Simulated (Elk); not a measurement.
# Double counting and the size of U in MnCl2 (Scacchite)

One order of MnCl2 (Scacchite) is run under several DFT+U schemes. What changes?

Calculated with Elk 11.2.3 (patched build); LDA (Perdew-Wang); all-electron APW+lo, Dirac cores, scalar-relativistic bands with second-variational spin-orbit coupling.

This is a report of a sequence of runs, with most program output left out.

The database entry behind the starting cell has ideal inner coordinates that were not refined, so it need not match the best structure at ambient conditions.

### 1. The structure

Symmetry: R-3m, No. 166, trigonal system. Conventional cell: a = 3.686 Å, b = 3.686 Å, c = 17.470 Å, α = 90.00°, β = 90.00°, γ = 120.00°. Mn has 6 Cl at 2.58 Å nearest. Cl has 3 Mn at 2.58 Å nearest. Farther neighbours and most contacts between anions are not listed.

### 2. No U

The run without a Hubbard term is the reference.

Moments are seeded by fields in the spheres (the last three columns under atoms), set against the wanted direction and reduced each loop.

File elk.in:

```
tasks
  0
  15

xctype
  3

rgkmax
  7.0

nempty
  12

swidth
  0.002

reducebf
  0.6

epsengy
  1e-05

maxscl
  100

lmaxi
  3

spinorb
  .true.

cmagz
  .true.

spinpol
  .true.

sppath
  './'

avec
  3.48276524769 2.01077545324 11.00450513234
  -3.48276524769 2.01077545324 11.00450513234
  0.00000000000 -4.02155090649 11.00450513234

atoms
  2
  'Mn.in'
  1
  0.0000000000 0.0000000000 0.0000000000   0.000000 0.000000 -0.337500
  'Cl.in'
  2
  0.2500000000 0.2500000000 0.2500000000   0.000000 0.000000 0.000000
  0.7500000000 0.7500000000 0.7500000000   0.000000 0.000000 0.000000

ngridk
  6 6 6
```

On the command line:

```console
$ OMP_NUM_THREADS=4 elk
```

Run time: 49 s. Hardware: 4 threads of Arm Neoverse V1, shared host; peak memory 0.2 GiB.

Spin moment in the muffin-tin sphere by atom:

| atom | spin moment in the muffin-tin sphere (μB) |
| --- | --- |
| Mn1 | 4.46 |
| Cl2 | 0.12 |
| Cl3 | 0.12 |

Numbers from this step:

```yaml
density_of_states_at_the_fermi_level: 1.43e-5 states/eV/cell
moment_between_the_spheres: 0.2880 μB
magnetization: 4.998 μB
final_state: ferromagnetic
```

After 17 cycles the largest moment stands at 4.46 μB.

Orbital moment <L> in the sphere by atom:

```csv
atom,x (μB),y (μB),z (μB),size
Mn1,0.0000,0.0000,0.0033,0.0033
Cl2,0.0000,0.0000,0.0006,0.0006
Cl3,0.0000,0.0000,0.0006,0.0006
```

### 3. U = 4.00 eV, J = 0.90 eV on Mn d (fully localised)

Fully localised double counting pushes orbitals towards full or empty, which suits localised shells.

Edit elk.in of step 2 so:

```diff
@@ -37,2 +37,5 @@
 
+tmwrite
+  .true.
+
 sppath
@@ -57 +60,5 @@
   6 6 6
+
+dft+u
+  1 1
+  1 2 0.146997 0.033074
```

On the command line:

```console
$ OMP_NUM_THREADS=4 elk
```

The job ended after 63 s (4 threads; peak memory 0.19 GiB; 3.9 min of CPU time).

Spin moment in the muffin-tin sphere by atom:

```csv
atom,spin moment in the muffin-tin sphere (μB)
Mn1,4.58
Cl2,0.08
Cl3,0.08
```

This step gave:

* density of states at the Fermi level: 1.85e-9 states/eV/cell
* moment between the spheres: 0.2588 μB
* magnetization: 4.998 μB
* final state: ferromagnetic

The largest spin moment is +0.12 μB from that of the first run.

Orbital moment <L> in the sphere by atom:

```
atom  x (μB)  y (μB)  z (μB)    size
 Mn1  0.0000  0.0000  0.0019  0.0019
 Cl2  0.0000  0.0000  0.0001  0.0001
 Cl3  0.0000  0.0000  0.0001  0.0001
```

FDU.OUT:

```text

   1   2 : species, l
  0.1469970000     : F^(0)
  0.2849452308     : F^(2)
  0.1780907692     : F^(4)
  0.1469970000     : U
  0.3307400000E-01 : J
```

In eV, for the first corrected species: U = 4.00, J = 0.90.

Tensor moments of the density matrix of the first corrected atom (TENSMOM.OUT, the program's normalisation), largest first:

| k | p | r | magnitude | energy (Ha) |
| --- | --- | --- | --- | --- |
| 0 | 0 | 0 | 4.951 | 0.00139 |
| 0 | 1 | 1 | 4.529 | -0.117 |
| 4 | 0 | 4 | 0.2326 | -3.1e-4 |
| 1 | 1 | 0 | 0.1167 | -1.0e-4 |
| 4 | 1 | 5 | 0.08480 | -6.1e-5 |
| 1 | 1 | 2 | 0.07645 | -4.5e-5 |
| 4 | 1 | 4 | 0.05329 | -2.4e-5 |
| 4 | 1 | 3 | 0.02786 | -6.6e-6 |
| 2 | 0 | 2 | 0.007365 | 5.0e-8 |
| 2 | 1 | 1 | 0.006608 | -3.1e-7 |

Here k is the rank of the orbital part, p = 1 marks spin, 000 is the shell's charge, 011 its spin, 101 its orbital moment and 110 the spin–orbit term.

### 4. U = 2.00 eV, J = 0.90 eV on Mn d (fully localised)

The same form with other values shows how far the result hangs on them.

Edit elk.in of step 3 so:

```diff
@@ -63,2 +63,2 @@
   1 1
-  1 2 0.146997 0.033074
+  1 2 0.073499 0.033074
```

On the command line:

```console
$ OMP_NUM_THREADS=4 elk
```

The job ended after 63 s (4 threads; peak memory 0.19 GiB).

Read from the output:

* density of states at the Fermi level: 4.20e-8 states/eV/cell
* moment between the spheres: 0.2762 μB
* magnetization: 4.997 μB
* final state: ferromagnetic
* largest moment: 4.507 μB

The largest spin moment is +0.04 μB from that of the first run.

### 5. U = 2.00 eV, J = 0.90 eV on Mn d (around mean field)

Around-mean-field double counting counts from equal filling of a spin's orbitals, which suits more itinerant shells.

Edit elk.in of step 4 so:

```diff
@@ -62,3 +62,3 @@
 dft+u
-  1 1
+  2 1
   1 2 0.073499 0.033074
```

On the command line:

```console
$ OMP_NUM_THREADS=4 elk
```

Elapsed: 77 s, on 4 threads; peak memory 0.2 GiB.

This step gave:

```yaml
density_of_states_at_the_fermi_level: 9.77e-6 states/eV/cell
moment_between_the_spheres: 0.2886 μB
magnetization: 4.992 μB
final_state: ferromagnetic
largest_moment: 4.453 μB
```

The largest spin moment is -0.01 μB from that of the first run.

### 6. A Yukawa screening of 1 1/bohr on Mn d (fully localised)

Only the screening constant of the Yukawa potential is typed; U and J both come out of the radial functions.

Edit elk.in of step 5 so:

```diff
@@ -62,3 +62,3 @@
 dft+u
-  2 1
-  1 2 0.073499 0.033074
+  1 4
+  1 2 1.000000
```

On the command line:

```console
$ OMP_NUM_THREADS=4 elk
```

It took 83 s on 4 threads; peak memory 0.2 GiB; 5.2 min of CPU time.

Numbers from this step:

| Property | Result |
| --- | --- |
| density of states at the Fermi level | 1.85e-9 states/eV/cell |
| moment between the spheres | 0.2352 μB |
| magnetization | 4.998 μB |
| final state | ferromagnetic |
| largest moment | 4.689 μB |

The largest spin moment is +0.23 μB from that of the first run.

FDU.OUT:

```text

   1   2 : species, l
  0.3160159483     : F^(0)
  0.3494838132     : F^(2)
  0.2377224297     : F^(4)
  0.3160159483     : U
  0.4194330306E-01 : J
   1.000000000     : screening length λ
```

In eV, for the first corrected species: U = 8.60, J = 1.14.

### 7. U = 4.00 eV on Mn d, Slater integrals from a Yukawa potential (fully localised)

Here the screening length of a Yukawa potential is fitted to the U, and J and the other Slater integrals follow from it.

Edit elk.in of step 6 so:

```diff
@@ -62,3 +62,3 @@
 dft+u
-  1 4
-  1 2 1.000000
+  1 5
+  1 2 0.146997
```

On the command line:

```console
$ OMP_NUM_THREADS=4 elk
```

Run time: 63 s. Hardware: 4 threads; peak memory 0.19 GiB; 3.9 min of CPU time.

Numbers from this step:

```yaml
density_of_states_at_the_fermi_level: 1.85e-9 states/eV/cell
moment_between_the_spheres: 0.2589 μB
magnetization: 4.998 μB
final_state: ferromagnetic
largest_moment: 4.578 μB
```

The largest spin moment is +0.12 μB from that of the first run.

FDU.OUT:

```text

   1   2 : species, l
  0.1469969951     : F^(0)
  0.2657363359     : F^(2)
  0.2105458078     : F^(4)
  0.1469969951     : U
  0.3402015312E-01 : J
   2.048861018     : screening length λ
```

In eV, for the first corrected species: U = 4.00, J = 0.93.

### 8. The forms together

```
                                                                   Hubbard term          state  largest spin moment (μB)  its orbital moment (μB)  CPU time
                                                                           none  ferromagnetic                     4.463                    0.003   3.1 min
                             U = 4.00 eV, J = 0.90 eV on Mn d (fully localised)  ferromagnetic                     4.578                    0.002   3.9 min
                             U = 2.00 eV, J = 0.90 eV on Mn d (fully localised)  ferromagnetic                     4.507                    0.003   3.9 min
                           U = 2.00 eV, J = 0.90 eV on Mn d (around mean field)  ferromagnetic                     4.453                    0.006   4.8 min
                       a Yukawa screening of 1 1/bohr on Mn d (fully localised)  ferromagnetic                     4.689                    0.001   5.2 min
U = 4.00 eV on Mn d, Slater integrals from a Yukawa potential (fully localised)  ferromagnetic                     4.578                    0.002   3.9 min
```

### 9. Outcome

| Item | Value |
| --- | --- |
| range of the spin moment | 4.45 to 4.69 μB |
| range of the orbital moment | 5.4e-4 to 0.0060 μB |

In words: Over the forms that converged the largest spin moment runs from 4.45 to 4.69 μB. At U = 2.00 eV, J = 0.90 eV on Mn d, around-mean-field double counting gives a moment 0.054 μB smaller, since it penalises spin polarisation. Against no U, U = 4.00 eV, J = 0.90 eV on Mn d in the fully localised form raises the moment by 0.12 μB. Total energies under different Hubbard terms can't be compared.

[Logs and program files are shortened in this print: banners, set-up blocks, solver, clock and traceback lines can be left out without a mark of their own.]

[Logs are printed without paths, hosts, clocks, repeated set-up lines and the standing remarks that a program may print on its own settings, such as how far it seeks lower states.]

[Hosts, paths, dates, database ids (printed as entryN), source tags and the programs' standing remarks are cut or masked in the printed files.]

[Where a cell is said to come from a database of computed structures, the database is the Materials Project.]
